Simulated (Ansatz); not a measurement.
**What W2CF2 monolayer distorts into**

Wanted: the energy along a soft mode of W2CF2 monolayer and the structure at the end.

Program: Ansatz 0.2.0. Level of theory: DFT PBE, scalar-relativistic, plane waves, PAW; PAW set soft_1. Results are calculated unless marked as measured.

## 1. Starting point

The cell holds 5 atoms: 1 C, 2 W and 2 F. Cell: a = 2.847 Å, b = 2.847 Å, c = 35.652 Å, α = 90.0°, β = 90.0°, γ = 120.0°. Vacuum lies along c.

## 2. Phonons on a q mesh

The cell comes from relaxations at this level that are not shown. Stability and thermal properties need the whole zone. Linear response on a 4×4×1 q mesh gives force constants as far as a supercell of that size would.

Contents of input.yaml:

```yaml
crystal:
  lattice:
    - [2.8473259017, 0.0, 0.0]
    - [-1.4236629509, 2.4658565637, 0.0]
    - [0.0, 0.0, 35.6515995878]
  atoms:
    - { symbol: C, position: [0.0, 0.0, 0.2804923234] }
    - { symbol: W, position: [0.3333333333, 0.6666666667, 0.3195454898] }
    - { symbol: W, position: [0.6666666667, 0.3333333333, 0.241439157] }
    - { symbol: F, position: [0.6666666667, 0.3333333333, 0.3638973824] }
    - { symbol: F, position: [0.3333333333, 0.6666666667, 0.1970872644] }
  periodic: [true, true, false]
kpoints:
  mp_grid: { grid: [20, 20, 1] }
hamiltonian:
  xc: pbe
  pseudopotentials: { kind: paw, azcp: { folder: soft_1 } }
scf:
  occupations: { method: methfessel_paxton, width: 0.2 }
output:
  eigenvalues: true
phonons:
  method: dfpt
  qmesh: [4, 4, 1]
  temperatures: { t_max: 1000, t_step: 50 }
  qpath:
    path:
      - [0.0, 0.0, 0.0]
      - [0.5, 0.0, 0.0]
      - [0.33333333, 0.33333333, 0.0]
      - [0.0, 0.0, 0.0]
    npoints: 10
```

Run with:

```
$ ansatz run input.yaml --threads 4 --pin off --max-ram 16384MiB --backend cpu --events-out ev --progress --plain --runs-dir out
```

Numbers of over 12 decimals in the logs are rounded to 6 here.

The log of the run:

```text
Warning: crystal.symmetry: narrowed to the stabiliser of the run's FFT grids — unitary ops 12 → 6. A phonons.method: dfpt run fills in the rows of the dynamical matrix that it does not solve by its symmetry operations, which is exact only for operations that map its FFT grids onto themselves: filled in by any other, the frequencies could depend on the order in which like atoms are typed, or, by more than the grids' own error, on where the crystal sits among the grids' points. Excluded: 6 operations. The run can therefore solve more perturbations, solve them on more k-points, or both, and cost more. [rest of the remark cut]
Engine: ansatz 0.2.0, aarch64-unknown-linux-gnu
Pseudopotentials: kind: paw
Pseudopotential: C, paw, valence charge 4, recommended cutoff 420 eV (normal), soft_1/C.paw.azcp
Pseudopotential: W, paw, valence charge 14, recommended cutoff 420 eV (normal), soft_1/W.paw.azcp
Pseudopotential: F, paw, valence charge 7, recommended cutoff 420 eV (normal), soft_1/F.paw.azcp
Functional definition: PBE
  parameter kappa = 0.804
  parameter beta = 0.066725
  exchange = pbe_x(kappa = kappa, mu = beta*pi^2/3)
  correlation = pbe_c(beta = beta)
Crystal: 5 atoms, lattice volume = 250.313 Å³
Basis set: ecut = 420 eV, 4919 PW (Γ), exchange–correlation on 40×40×480 points (8 copies of the dense FFT grid, shifted against one another)
Bands: 28, of which v1, the nominal top of the filled ones, is band 23 counted from 1 (22 counted from 0)
Symmetry: 12 space group operations
k-points: 44 of 400 (irreducible under 6 space group operations, time reversal used)
Non-local potential: C, projectors of the file, l = 0: 2, l = 1: 2, l = 2: 1
Non-local potential: W, projectors of the file, l = 0: 3, l = 1: 2, l = 2: 2, l = 3: 1
Non-local potential: F, projectors of the file, l = 0: 2, l = 1: 2, l = 2: 1
PAW form: soft (Blöchl's): semilocal exchange-correlation on the pseudo side does not see the compensation charge
PAW one-centre angular grid: C, 110 points (default); XC on 64 Gauss nodes
PAW one-centre angular grid: W, 590 points (default); XC on 64 Gauss nodes
PAW one-centre angular grid: F, 110 points (default); XC on 64 Gauss nodes
Initial density: superposition of atomic densities (neutral atoms: chi_scale 0, normalization atom)
Initial wavefunctions: pseudopotential atomic-orbital guess
Functional: x = pbe(κ = 0.804, μ = 0.219515), c = pbe(β = 0.066725)
SCF iter   1: F=—  HF=-22640.739145 eV  |F-HF|=—  |Δ(HF+E_count)|=         —  Δρ=6.16e-2  dr2=1.46e1  ethr=3.10e-3  ⟨swp⟩=11.8  Hψ=9097  notcnv=0
preconditioner: auto → LDOS  [metal: Δε(μ)=0.022 eV  Ē_g=11.276 eV  σ=0.200 eV  W_gap=0.09  n_scr=22 (ndim 8)  ℏωp=12.9 eV  f_vac=0.758  D(μ)=4.19/eV (n_scr^D=18)  β→1.0]
SCF iter   2: F=—  HF=-22637.610292 eV  |F-HF|=—  |Δ(HF+E_count)|=    3.13e0  S|Δr|=    0.00e0  Δρ=3.18e-2  dr2=1.61e0  ethr=3.10e-3  ⟨swp⟩=11.6  Hψ=15146  notcnv=0
automatic band count: the SCF goes on with 33 bands, as 28 were too few: they end inside the smearing window of the response
SCF iter   3: F=—  HF=-22637.451326 eV  |F-HF|=—  |Δ(HF+E_count)|=   1.59e-1  S|Δr|=    0.00e0  Δρ=1.55e-2  dr2=6.02e-1  ethr=3.10e-3  ⟨swp⟩=3.7  Hψ=3792  notcnv=0  defer=134
SCF iter   4: F=—  HF=-22637.301934 eV  |F-HF|=—  |Δ(HF+E_count)|=   1.49e-1  S|Δr|=    0.00e0  Δρ=2.70e-3  dr2=1.22e-2  ethr=1.31e-3  ⟨swp⟩=3.1  Hψ=3041  notcnv=0  defer=133
SCF iter   5: F=—  HF=-22637.303802 eV  |F-HF|=—  |Δ(HF+E_count)|=   1.87e-3  S|Δr|=    0.00e0  Δρ=6.36e-4  dr2=8.04e-4  ethr=2.65e-5  ⟨swp⟩=3.2  Hψ=3483  notcnv=0  defer=133
SCF iter   6: F=—  HF=-22637.303747 eV  |F-HF|=—  |Δ(HF+E_count)|=   5.48e-5  S|Δr|=    0.00e0  Δρ=2.06e-4  dr2=9.73e-5  ethr=1.75e-6  ⟨swp⟩=3.7  Hψ=2988  notcnv=0  defer=134
SCF iter   7: F=—  HF=-22637.303801 eV  |F-HF|=—  |Δ(HF+E_count)|=   5.40e-5  S|Δr|=    0.00e0  Δρ=5.15e-5  dr2=1.38e-5  ethr=2.12e-7  ⟨swp⟩=3.4  Hψ=2556  notcnv=0  defer=134
SCF iter   8: F=—  HF=-22637.303811 eV  |F-HF|=—  |Δ(HF+E_count)|=   9.74e-6  S|Δr|=    0.00e0  Δρ=2.21e-5  dr2=1.81e-6  ethr=2.99e-8  ⟨swp⟩=3.6  Hψ=2861  notcnv=0  defer=134
SCF iter   9: F=—  HF=-22637.303897 eV  |F-HF|=—  |Δ(HF+E_count)|=   8.55e-5  S|Δr|=    0.00e0  Δρ=5.91e-6  dr2=8.93e-8  ethr=3.93e-9  ⟨swp⟩=3.5  Hψ=2636  notcnv=0  defer=134
SCF iter  10: F=—  HF=-22637.303897 eV  |F-HF|=—  |Δ(HF+E_count)|=   5.10e-7  S|Δr|=    0.00e0  Δρ=1.83e-6  dr2=1.05e-8  ethr=1.94e-10  ⟨swp⟩=3.8  Hψ=3332  notcnv=0  defer=134
SCF iter  11: F=—  HF=-22637.303897 eV  |F-HF|=—  |Δ(HF+E_count)|=   5.31e-8  S|Δr|=    0.00e0  Δρ=3.32e-7  dr2=1.84e-10  ethr=2.29e-11  ⟨swp⟩=3.8  Hψ=3007  notcnv=0  defer=134
SCF iter  12: F=-22637.303897 eV  HF=-22637.303897 eV  |F-HF|=1.16e-10  |Δ(HF+E_count)|=   5.16e-9  S|Δr|=    0.00e0  Δρ=5.85e-8  dr2=5.74e-12  ethr=1.00e-12  ⟨swp⟩=27.6  Hψ=17483  notcnv=0
SCF 1 converged in 12 iterations: F = -22637.303897 eV  dr2 = 5.74e-12
  greatest PAW one-centre occupation: 0.999 electrons in one spin orbital (limit 2), on the W atom at site 2 (counted from 0), in its partial waves of l = 0
phonons: the bands overlap, so this run is a metal and interpolates without the dipole-dipole term. If the crystal is really an insulator or semiconductor, its LO-TO splitting is missing
NSCF: frozen V_eff on 44 k-points
NSCF: frozen V_eff on 111 k-points
DFPT response loops at q = (0, 0, 0) (fractional): preconditioner auto → none (partly filled bands, converged f_vac=0.763); β = 0.50; Broyden in place of MSR1
NSCF: frozen V_eff on 420 k-points
DFPT response loops at q = (0, 0.25, 0) (fractional): mixed as the last ones told, above
NSCF: frozen V_eff on 222 k-points
DFPT response loops at q = (0, -0.5, 0) (fractional): mixed as the last ones told, above
NSCF: frozen V_eff on 800 k-points
DFPT response loops at q = (0.25, 0.25, 0) (fractional): mixed as the last ones told, above
SCF converged after 12 iterations
Stability not checked: this state was not tested for a lower state beside it, because cold or Methfessel-Paxton smearing, or corrected tetrahedra, fill the levels in a way that the test cannot read (fill_not_monotonic; see scf.lower_state_search)
Free energy (F): -22637.303897 eV
Harris-Foulkes:  -22637.303897 eV  (|F-HF|=1.16e-10)
Internal energy: -22637.290244 eV  (E = F + TS)
E sigma→0 (E₀):  -22637.300484 eV
Entropy (-TS):   -0.013653 eV (-2.731 meV/atom)
Fermi energy:    -5.689644 eV
--- Per-component energies (eV) ---
  E_band       = -1284.988424
  E_kinetic    = 1327.227815
  E_local      = -181981.668503  (includes V_loc(G=0)·N_el)
  E_nonlocal   = 147.319880
  E_hartree    = 90207.528675
  E_xc         = -735.567969
  E_vxc        = -717.291989  (∫ρ·V_xc dr)
  E_paw        = -17664.043558  (= ΣΔE_a)
  E_vpaw       = -475.634891  (= ΣTr[D̂ρ^β])
  E_aug_tail   = 0.001744  (compensation charges beyond the density's cutoff)
  E_ewald      = 86061.911672
  E_smearing   = -0.013653  (= −TS)
  E_closure    = 0.000000  (closes the sum)
  Σ components = -22637.303897   (vs F -22637.303897, Δ=0.00e0)
--- Band table (eV; the first three rows and the last of 44) ---
  k-point 0: bands = [... 19 lower, -9.0842, -9.0842, -7.0750, -7.0750, -5.3956, -5.0427, -5.0427, -4.6792, ... 6 higher]
  k-point 1: bands = [... 19 lower, -9.1078, -9.0915, -7.1943, -6.9968, -5.3711, -5.2285, -5.1142, -4.6975, ... 6 higher]
  k-point 2: bands = [... 19 lower, -9.1121, -9.0503, -7.4717, -6.7625, -5.6494, -5.3371, -5.1877, -4.6605, ... 6 higher]
  k-point 43: bands = [... 19 lower, -11.4580, -7.0471, -6.1026, -5.8183, -5.6167, -4.1531, -4.1022, -2.4791, ... 6 higher]
  ° read free of the cell's end (the report's vacuum.weakly_bound_levels)
--- Phonons (Γ-DFPT): 10 representative perturbations + reference (Σ response iterations 51) ---
  ASR residual: 4.874e-5 → 0.000e0 eV/Å²; symmetrization residual: 5.647e-6 eV/Å²
  The last average, over the group as it would stand without the narrowing to the FFT grids, took up to 1.142e-6 eV/Å² of the zone centre's force constants
  ASR residual per site (eV/Å²): 3.14e-5 4.67e-5 4.87e-5 4.09e-5 3.08e-5
  Γ frequencies (cm⁻¹): -86.77 -86.77 0.00 0.00 0.00 66.61 66.61 100.74 100.74 152.65 439.60 445.63 521.75 521.75 694.52
--- Phonons (arbitrary-q DFPT): 4 irreducible q on the 4×4×1 mesh ---
  q = [0.0000, 0.0000, 0.0000] (star 1, of the zone-centre solve; hermiticity 4.70e-7, symmetrization 3.02e-11, taken by the last average 4.75e-8): -86.77 -86.77 -0.00 0.00 0.00 66.61 66.61 100.74 100.74 152.65 439.60 445.63 521.75 521.75 694.52
  q = [0.0000, 0.2500, 0.0000] (star 6, 15 solved perturbations on 210 of 400 k-point pairs; hermiticity 3.36e-7, symmetrization 2.32e-10, taken by the last average 6.03e-8): -78.66 -39.26 45.18 56.49 94.18 109.31 122.40 138.02 156.58 168.42 372.02 377.60 546.16 569.63 671.97
  q = [0.0000, -0.5000, 0.0000] (star 3, 15 solved perturbations on 111 of 400 k-point pairs; hermiticity 2.95e-5, symmetrization 2.04e-5, taken by the last average 3.67e-7): -168.91 -111.87 -110.74 -95.33 -66.97 59.95 109.71 161.95 197.09 221.96 342.82 343.50 590.88 656.26 674.72
  q = [0.2500, 0.2500, 0.0000] (star 6, 10 solved perturbations in 3050 linear systems a pass and spin channel, the states on 400 of 400 k-point pairs; hermiticity 4.24e-7, symmetrization 7.01e-11, taken by the last average 1.47e-7): -157.79 -111.62 -89.46 -84.02 63.14 92.82 142.80 168.80 188.01 214.62 339.82 341.23 606.82 637.85 664.46
  sum rule: each row above includes the acoustic sum rule's correction from the zone centre's row sums; it moved no ω² by more than (0.84 cm⁻¹)²
  mesh force constants: q→R imaginary residual 5.82e-18; ASR residual 4.874e-5 → 0.000e0 eV/Å²; symmetrization residual 1.421e-14 eV/Å²
  interpolated dispersion: 31 rows × 15 modes
  density of states and harmonic sums: on the 28×28×1 q-mesh, interpolated from the force constants of a 4×4×1 supercell (no non-analytic term)
  largest difference from the sums on the solved wave vectors: F 4.92e-2 eV, S 5.45e-5 and C_V 1.34e-5 eV/K
  zero-point energy: 0.210137 eV/cell   skipped modes (ω ≤ 0): 275, of them read as no rigid motion or as one in doubt: 272 (3.435e0 modes/cell left out, lowest -169.11 cm⁻¹)   left out of the sums: 2.29e-1 of the cell's modes: C_V's classical limit lies that fraction below 3 k_B per atom; for a crystal, a wire or a layer, F and S can be off by more, and a phonons.interpolated_qmesh denser along its periods is the remedy for the sampling
```

Run time: 61 min. Hardware: 4 threads of Arm Neoverse N1, shared host; peak memory 5.7 GiB; 4 h of CPU time.

Reading the cycles: dr2 is the Hartree energy of the density residual (eV), the measure of convergence; HF is the Harris–Foulkes estimate of the energy, which meets the free energy F at convergence.

This step gave:

```yaml
gap_on_the_k_mesh: 0 eV
sum_rule_residual_before_enforcement: 4.87e-5 eV/Å²
lowest_frequency_on_the_path: -169.1 cm⁻¹
point_group: -3m
highest_frequency_on_the_path_or_at_a_solved_wavevector: 694.5 cm⁻¹
area_per_atom: 1.404 Å²
highest_optical_mode_at_the_zone_centre_no_lo_to_term: 694.5 cm⁻¹
lowest_optical_zone_centre_mode: -86.77 cm⁻¹
lowest_mode_on_the_q_mesh_acoustic_modes_at_gamma_apart: -168.9 cm⁻¹
```

Frequencies (cm⁻¹) solved at each irreducible wavevector; negative means imaginary. Frequencies by wavevector, by row:

```
q in reciprocal lattice units  star  mode 1  mode 2  mode 3  mode 4  mode 13  mode 14  mode 15
                        0 0 0     1   -86.8   -86.8       0       0    521.8    521.8    694.5
                     0 0.25 0     6   -78.7   -39.3    45.2    56.5    546.2    569.6      672
                     0 -0.5 0     3  -168.9  -111.9  -110.7   -95.3    590.9    656.3    674.7
                  0.25 0.25 0     6  -157.8  -111.6   -89.5     -84    606.8    637.9    664.5
```

Interpolated from a 4×4×1 q mesh. The phonon branches at the labelled points (cm⁻¹):

```
  point  branch 1  branch 2  branch 3  branch 4  branch 12  branch 13  branch 14  branch 15
      Γ       -87       -87         0         0        446        522        522        694
halfway       -79       -39        45        56        378        546        570        672
      M      -169      -112      -111       -95        344        591        656        675
halfway      -167      -106      -106       -90        340        609        654        668
      K      -141      -141       -58       -50        337        640        640        662
halfway      -101       -34        45        49        363        559        585        668
      Γ       -87       -87         0         0        446        522        522        694
```

Symmetry leaves 4 wavevectors to solve. The lowest mode among them, the acoustic zeros apart, lies at q = (0, -0.5, 0) and is imaginary, 168.9i cm⁻¹, so the energy falls along it.

## 3. The mode frozen in, largest atomic shift 0 Å

The mode followed lies at q = (0, -0.5, 0) with frequency 111.9i cm⁻¹, one of the unstable modes though not the softest. At small amplitude the distorted cell has space group no. 11 by a symmetry search on the positions. The undistorted cell that holds it gives the zero of energy on the same k mesh.

System of this step: W2CF2 monolayer. The cell holds 10 atoms: 2 C, 4 W and 4 F. Cell: a = 2.847 Å, b = 4.932 Å, c = 35.652 Å, α = 90.0°, β = 90.0°, γ = 90.0°. It derives from W2CF2. Vacuum lies along c.

Contents of input.yaml:

```yaml
crystal:
  lattice:
    - [2.8473259017, 0.0, 0.0]
    - [0.0, 4.9317131275, 0.0]
    - [0.0, 0.0, 35.6515995878]
  atoms:
    - { symbol: C, position: [0.5, 0.5, 0.2804923234] }
    - { symbol: C, position: [0.0, 0.0, 0.2804923234] }
    - { symbol: W, position: [0.0, 0.3333333333, 0.3195454898] }
    - { symbol: W, position: [0.5, 0.8333333333, 0.3195454898] }
    - { symbol: W, position: [0.5, 0.1666666667, 0.241439157] }
    - { symbol: W, position: [1.0, 0.6666666667, 0.241439157] }
    - { symbol: F, position: [0.5, 0.1666666667, 0.3638973824] }
    - { symbol: F, position: [1.0, 0.6666666667, 0.3638973824] }
    - { symbol: F, position: [0.0, 0.3333333333, 0.1970872644] }
    - { symbol: F, position: [0.5, 0.8333333333, 0.1970872644] }
  periodic: [true, true, false]
kpoints:
  mp_grid: { grid: [12, 8, 1] }
hamiltonian:
  xc: pbe
  pseudopotentials: { kind: paw, azcp: { folder: soft_1 } }
scf:
  occupations: { method: methfessel_paxton, width: 0.2 }
output:
  forces: true
  stress: true
  eigenvalues: true
```

The log of the run:

```text
[...]
Crystal: 10 atoms, lattice volume = 500.627 Å³
Basis set: ecut = 420 eV, 9847 PW (Γ), exchange–correlation on 40×72×480 points (8 copies of the dense FFT grid, shifted against one another)
Bands: 56, of which v1, the nominal top of the filled ones, is band 46 counted from 1 (45 counted from 0)
Symmetry: 8 space group operations
[...]
k-points: 35 of 96
[...]
k-point 0: bands = [... 42 lower, -7.2756, -7.0850, -7.0840, -5.3968, -5.0487, -5.0475, -4.6833, -4.6816, ... 6 higher]
  k-point 1: bands = [... 42 lower, -7.2643, -7.2294, -6.9619, -5.4045, -5.2784, -5.1448, -4.7069, -4.5363, ... 6 higher]
  k-point 2: bands = [... 42 lower, -7.6226, -7.1089, -6.5967, -5.8218, -5.4266, -5.1927, -4.6720, -4.5614, ... 6 higher]
  k-point 34: bands = [... 42 lower, -7.2753, -7.2753, -4.0424, -4.0424, -3.7879, -3.7879, -2.7008, -2.7008, ... 6 higher]
[key lines of the parts left out:]
SCF converged after 10 iterations
Free energy (F): -45274.609192 eV
Fermi energy:    -5.679469 eV
P = ½ c Tr σ = 0.0319 N/m
```

Wall time 41 s (4 threads); peak memory 1.4 GiB.

This step gave:

```yaml
energy_from_the_undistorted_cell: 0 meV/atom
```

## 4. The mode frozen in, largest atomic shift 0.08 Å

The atoms are moved along the unstable eigenvector, the largest shift by 0.08 Å, with the cell fixed.

input.yaml, the sections that differ from step 3:

```yaml
crystal:
  lattice:
    - [2.8473259017, 0.0, 0.0]
    - [0.0, 4.9317131275, 0.0]
    - [0.0, 0.0, 35.6515995878]
  atoms:
    - { symbol: C, position: [0.5, 0.5043055663, 0.2826442871] }
    - { symbol: C, position: [0.0, -0.0043055663, 0.2783403597] }
    - { symbol: W, position: [0.0, 0.317313915, 0.3198986186] }
    - { symbol: W, position: [0.5, 0.8493527517, 0.3191923609] }
    - { symbol: W, position: [0.5, 0.182686085, 0.2410860282] }
    - { symbol: W, position: [1.0, 0.6506472483, 0.2417922859] }
    - { symbol: F, position: [0.5, 0.1730517657, 0.3657134134] }
    - { symbol: F, position: [1.0, 0.6602815677, 0.3620813514] }
    - { symbol: F, position: [0.0, 0.3269482343, 0.1952712334] }
    - { symbol: F, position: [0.5, 0.8397184323, 0.1989032954] }
  periodic: [true, true, false]
# kpoints, hamiltonian, scf, output: as in step 3
```

The log of the run:

```text
[...]
Crystal: 10 atoms, lattice volume = 500.627 Å³
Basis set: ecut = 420 eV, 9847 PW (Γ), exchange–correlation on 40×72×480 points (8 copies of the dense FFT grid, shifted against one another)
Bands: 56, of which v1, the nominal top of the filled ones, is band 46 counted from 1 (45 counted from 0)
Symmetry: 4 space group operations
[...]
k-points: 35 of 96
[...]
k-point 0: bands = [... 42 lower, -7.2491, -7.0684, -6.8517, -5.3853, -5.0063, -4.8859, -4.5734, -4.5360, ... 6 higher]
  k-point 1: bands = [... 42 lower, -7.2450, -6.9979, -6.9598, -5.3573, -5.1682, -5.1189, -4.6192, -4.4311, ... 6 higher]
  k-point 2: bands = [... 42 lower, -7.4689, -7.0255, -6.6355, -5.7079, -5.4830, -5.2339, -4.5366, -4.4687, ... 6 higher]
  k-point 34: bands = [... 42 lower, -7.2259, -7.2259, -3.9427, -3.9427, -3.7468, -3.7468, -2.7979, -2.7979, ... 6 higher]
[key lines of the parts left out:]
SCF converged after 10 iterations
Free energy (F): -45274.673146 eV
Fermi energy:    -5.530637 eV
P = ½ c Tr σ = 2.6057 N/m
```

The job ended after 41 s (4 threads; peak memory 1.4 GiB).

This step gave:

```
energy from the undistorted cell : -6.77 meV/atom
```

The energy, extrapolated to zero smearing, is -6.77 meV/atom against the undistorted cell.

## 5. Energy along the mode, all amplitudes (two of the runs are shown above)

An imaginary frequency means negative curvature, so the energy should fall and then rise again as anharmonic terms take over.

Numbers from this step:

* depth at the lowest point sampled: 6.77 meV/atom
* largest atomic shift at that point: 0.08 Å

Table of energy from the parent by largest atomic shift:

```
largest atomic shift (Å)  energy from the parent (meV/atom)
                  0.0000                                  0
                  0.0400                              -2.35
                  0.0800                              -6.77
                  0.1400                              -4.76
                  0.2200                               60.9
```

Displacement at unit largest shift by atom:

```
atom  x (Å)  y (Å)  z (Å)  size
  C1   0.00   0.27   0.96  0.99
  C2   0.00  -0.27  -0.96  0.99
  W3   0.00  -0.99   0.16  1.00
  W4   0.00   0.99  -0.16  1.00
  W5   0.00   0.99  -0.16  1.00
  W6   0.00  -0.99   0.16  1.00
  F7   0.00   0.39   0.81  0.90
  F8   0.00  -0.39  -0.81  0.90
  F9   0.00  -0.39  -0.81  0.90
 F10   0.00   0.39   0.81  0.90
```

The lowest of the steps tried is at 0.08 Å, 6.77 meV/atom below the parent; the bottom of the well need not coincide with a step.

(Part 1 of 3 ends here.)

[Logs are printed without paths, hosts, clocks, repeated set-up lines and the standing remarks that a program may print on its own settings, such as how far it seeks lower states.]

[Hosts, paths, dates, database ids (printed as entryN), source tags and the programs' standing remarks are cut or masked in the printed files.]
